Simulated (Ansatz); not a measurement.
# ZnSe (Stilleite): given cell or relaxed cell?

Aim: gaps of ZnSe (Stilleite) at the database cell and after a full relaxation.

Program: Ansatz 0.2.0. Level of theory: PBE, HSE06 and G0W0, plane waves, PAW. Results are calculated unless marked as measured.

**The experiments to reproduce.**

- Gap 2.695 ± 0.003 eV: excitonic gap from free-exciton PL, not corrected for exciton binding; photoluminescence; 300 K; bulk crystal (Bridgman-grown crystal, polished and etched) (“Alloy Disordering Effects on the Thermal Conductivity and Energy Gap Temperature Dependence of Cd1−xZnxSe Ternary Crystals Grown by the Bridgman Method”, 2023, pmc:10253836).

Report form: the programs' logs are mostly left out.

### Step 1. Starting point

The structure is cubic, space group F-43m (No. 216). The conventional cell has a = 5.668 Å, b = 5.668 Å, c = 5.668 Å, α = 90.00°, β = 90.00°, γ = 90.00°. Nearest to Zn lie 4 Se at 2.45 Å. Nearest to Se lie 4 Zn at 2.45 Å. Farther neighbours and most contacts between anions are not listed.

The cell and positions come from the Crystallography Open Database and are kept as given unless a step says otherwise. The default PAW set here is soft_2. Its files were made with PBE.

### Step 2. PBE bands at the given cell

The cheap functional maps the bands first; the places of the edges decide which points the dearer methods must see.

This step: DFT, PBE, plane waves, PAW.

File input.yaml:

```yaml
crystal:
  lattice:
    - [0.0, 2.8338, 2.8338]
    - [2.8338, 0.0, 2.8338]
    - [2.8338, 2.8338, 0.0]
  atoms:
    - { symbol: Zn, position: [0.0, 0.0, 0.0] }
    - { symbol: Se, position: [0.25, 0.25, 0.25] }
kpoints:
  mp_grid: { grid: [8, 8, 8] }
  band_path:
    path:
      - [[0.0, 0.0, 0.0], [-0.5, -0.5, 0.0], [-0.375, -0.375, 0.25]]
      - [[-0.375, 0.0, 0.375], [0.0, 0.0, 0.0], [0.0, 0.0, 0.5], [-0.5, -0.25, 0.25], [-0.5, -0.5, 0.0]]
    npoints: 10
hamiltonian:
  xc: pbe
scf:
  occupations: { method: fermi_dirac, width: 0.02 }
  n_extra_bands: 4
output:
  eigenvalues: true
  write_density: true
  write_potential: true
  elf: true
  volumetric_format: npy
```

On the command line:

```console
$ ansatz run input.yaml --threads 3 --pin off --max-ram 92160MiB --backend cuda --events-out ev --progress --plain --runs-dir out --devices 1 --max-vram 13GiB  # rebuilt from the run's record
```

Run time: 6.1 s. Hardware: 1 × NVIDIA H100 80GB HBM3 (shared by 6 runs) with 3 threads of AMD EPYC 7R13 (Zen 3), shared host; peak memory 0.93 GiB.

Numbers from this step:

| Quantity | Value |
| --- | --- |
| filled bands | 14 |
| gap | 1.288 eV |
| valence top at | Γ |
| conduction bottom at | Γ |
| least direct gap | 1.288 eV |

The gap is direct, at Γ.

### Step 3. The relaxed cell

Cell and ions were relaxed with PBE; that run is not shown. It left this cell:

Symmetry: F-43m, No. 216, cubic system. The conventional cell has a = 5.732 Å, b = 5.732 Å, c = 5.732 Å, α = 90.00°, β = 90.00°, γ = 90.00°. Nearest to Zn lie 4 Se at 2.48 Å. Nearest to Se lie 4 Zn at 2.48 Å. Farther neighbours and most contacts between anions are not listed.

### Step 4. PBE at the relaxed cell

The cell differs from the one that the last finished run ended in (a 4.008 → 4.053 Å, b 4.008 → 4.053 Å, c 4.008 → 4.053 Å).

input.yaml, as its differences from that of step 2:

```diff
@@ -2,5 +2,5 @@
   lattice:
-    - [0.0, 2.8338, 2.8338]
-    - [2.8338, 0.0, 2.8338]
-    - [2.8338, 2.8338, 0.0]
+    - [0.0, 2.8662271711, 2.8662271711]
+    - [2.8662271711, 0.0, 2.8662271711]
+    - [2.8662271711, 2.8662271711, 0.0]
   atoms:
```

The job ended after 11 s (1 × NVIDIA H100 80GB HBM3 (shared by 6 runs) with 3 threads; peak memory 0.91 GiB; 5.4 s of CPU time).

Numbers from this step:

```
gap                  : 1.153 eV
valence top at       : Γ
conduction bottom at : Γ
least direct gap     : 1.153 eV
```

The gap is direct, at Γ.

### Step 5. HSE06 at the relaxed cell

HSE06 mixes in a quarter of exact exchange at short range. Exchange couples all pairs of k points, which makes a full band path dear, so levels are read on the mesh and at chosen points.

This step: DFT, HSE06, plane waves, PAW.

input.yaml, the sections that differ from step 4:

```yaml
kpoints:
  mp_grid: { grid: [4, 4, 4] }
  band_path:
    path:
      - [0.0, 0.0, 0.0]
      - [-0.5, -0.5, 0.0]
      - [-0.375, -0.375, 0.25]
      - [-0.375, 0.0, 0.375]
      - [0.0, 0.0, 0.5]
      - [-0.5, -0.25, 0.25]
    npoints: 1
hamiltonian:
  xc: hse06
scf:
  occupations: { method: fixed }
  n_extra_bands: 4
# crystal, output: as in step 4
```

Run time: 23 s. Hardware: 1 × NVIDIA H100 80GB HBM3 (shared by 6 runs) with 3 threads; peak memory 1.1 GiB.

This step gave:

```yaml
gap: 2.283 eV
valence_top_at: Γ
conduction_bottom_at: Γ
least_direct_gap: 2.283 eV
```

The gap stands +1.13 eV against PBE.

### Step 6. G0W0 at the relaxed cell

Now the one-shot GW correction: screening in the RPA, then the self-energy of the levels asked for.

This step: G0W0 on PBE, plane waves, PAW.

File input.yaml:

```yaml
crystal:
  lattice:
    - [0.0, 2.8662271711, 2.8662271711]
    - [2.8662271711, 0.0, 2.8662271711]
    - [2.8662271711, 2.8662271711, 0.0]
  atoms:
    - { symbol: Zn, position: [0.0, 0.0, 0.0] }
    - { symbol: Se, position: [0.25, 0.25, 0.25] }
kpoints:
  mp_grid: { grid: [6, 6, 6] }
hamiltonian:
  xc: pbe
scf:
  occupations: { method: fixed }
gw:
  n_empty_bands: 140
  ecut_chi: 120
  qp_bands: [v2, c2]
  qp_kpoints: band_edges
  screening: { model: contour_deformation }
```

Elapsed: 29 s, on 1 × NVIDIA H100 80GB HBM3 (shared by 6 runs) with 3 threads; peak memory 1.2 GiB; 40 s of CPU time.

This step gave:

```
bands summed                                 : 154
RPA ε∞ on this mesh (eigenvalues)            : 9.044, 9.044, 9.044
plane waves in the screening matrix          : 137
G0W0 gap on the mesh                         : 2.191 eV
k of the valence top                         : 0, 0, 0
k of the conduction bottom                   : 0, 0, 0
starting gap on the mesh                     : 1.152 eV
least direct G0W0 gap on the computed points : 2.191 eV
```

The gap on the mesh goes from 1.15 eV to 2.19 eV, a correction of +1.04 eV. Between the two edge states, bare exchange in place of the xc potential would open the gap by 6.81 eV, and correlation takes back 5.77 eV.

### Step 7. G0W0 at the given cell

input.yaml, the sections that differ from step 6:

```yaml
crystal:
  lattice:
    - [0.0, 2.8338, 2.8338]
    - [2.8338, 0.0, 2.8338]
    - [2.8338, 2.8338, 0.0]
  atoms:
    - { symbol: Zn, position: [0.0, 0.0, 0.0] }
    - { symbol: Se, position: [0.25, 0.25, 0.25] }
gw:
  n_empty_bands: 135
  ecut_chi: 120
  qp_bands: [v2, c2]
  qp_kpoints: band_edges
  screening: { model: contour_deformation }
# kpoints, hamiltonian, scf: as in step 6
```

The job ended after 33 s (1 × NVIDIA H100 80GB HBM3 (shared by 6 runs) with 3 threads; peak memory 1.2 GiB; 43 s of CPU time).

This step gave:

```yaml
bands_summed: 149
rpa_eps_infinity_on_this_mesh_eigenvalues: 8.519, 8.519, 8.519
plane_waves_in_the_screening_matrix: 137
g0w0_gap_on_the_mesh: 2.374 eV
k_of_the_valence_top: 0, 0, 0
k_of_the_conduction_bottom: 0, 0, 0
starting_gap_on_the_mesh: 1.287 eV
least_direct_g0w0_gap_on_the_computed_points: 2.374 eV
```

The gap on the mesh goes from 1.29 eV to 2.37 eV, a correction of +1.09 eV. Between the two edge states, bare exchange in place of the xc potential would open the gap by 6.94 eV, and correlation takes back 5.86 eV.

### Step 8. Together

G0W0 rows are gaps on the mesh, lowered by the amount that the mesh misses the start's edges, a rough step that assumes the same correction there.

```csv
level,given cell (eV),relaxed cell (eV),change (eV)
PBE,1.29,1.15,−0.13
HSE06,-,2.28,-
G0W0@PBE,2.37,2.19,−0.18
```

### Step 9. What came out

```json
{"volume change": "+3.5 %", "PBE, given cell": "1.29 eV", "PBE, relaxed cell": "1.15 eV", "HSE06, relaxed cell": "2.28 eV", "G0W0@PBE, relaxed cell": "2.19 eV", "G0W0@PBE, given cell": "2.37 eV", "known limits": "not at the basis limit; no spin-orbit coupling"}
```

Relaxation changes the volume by +3.5 % and the gap by −0.13 eV (PBE) and −0.18 eV (G0W0@PBE). Bands and cutoff are finite, so the gap is not at the basis limit. The miss can reach some tenths of an eV and take either sign; the mesh is an error of its own. The many-body steps are scalar-relativistic: spin-orbit coupling is not in them.

[Paths, hosts, dates, memory and timing lines, banners, echoed tables and standing remarks are left out of the program output.]

[Logs are printed without paths, hosts, clocks, repeated set-up lines and the standing remarks that a program may print on its own settings, such as how far it seeks lower states.]

[Runs of the session that timed out or met a known fault of the program may be left out.]

[Cells called generated may have been cut or substituted from an entry of the Crystallography Open Database or the Materials Project.]

[Hosts, paths, dates, database ids (printed as entryN), source tags and the programs' standing remarks are cut or masked in the printed files.]
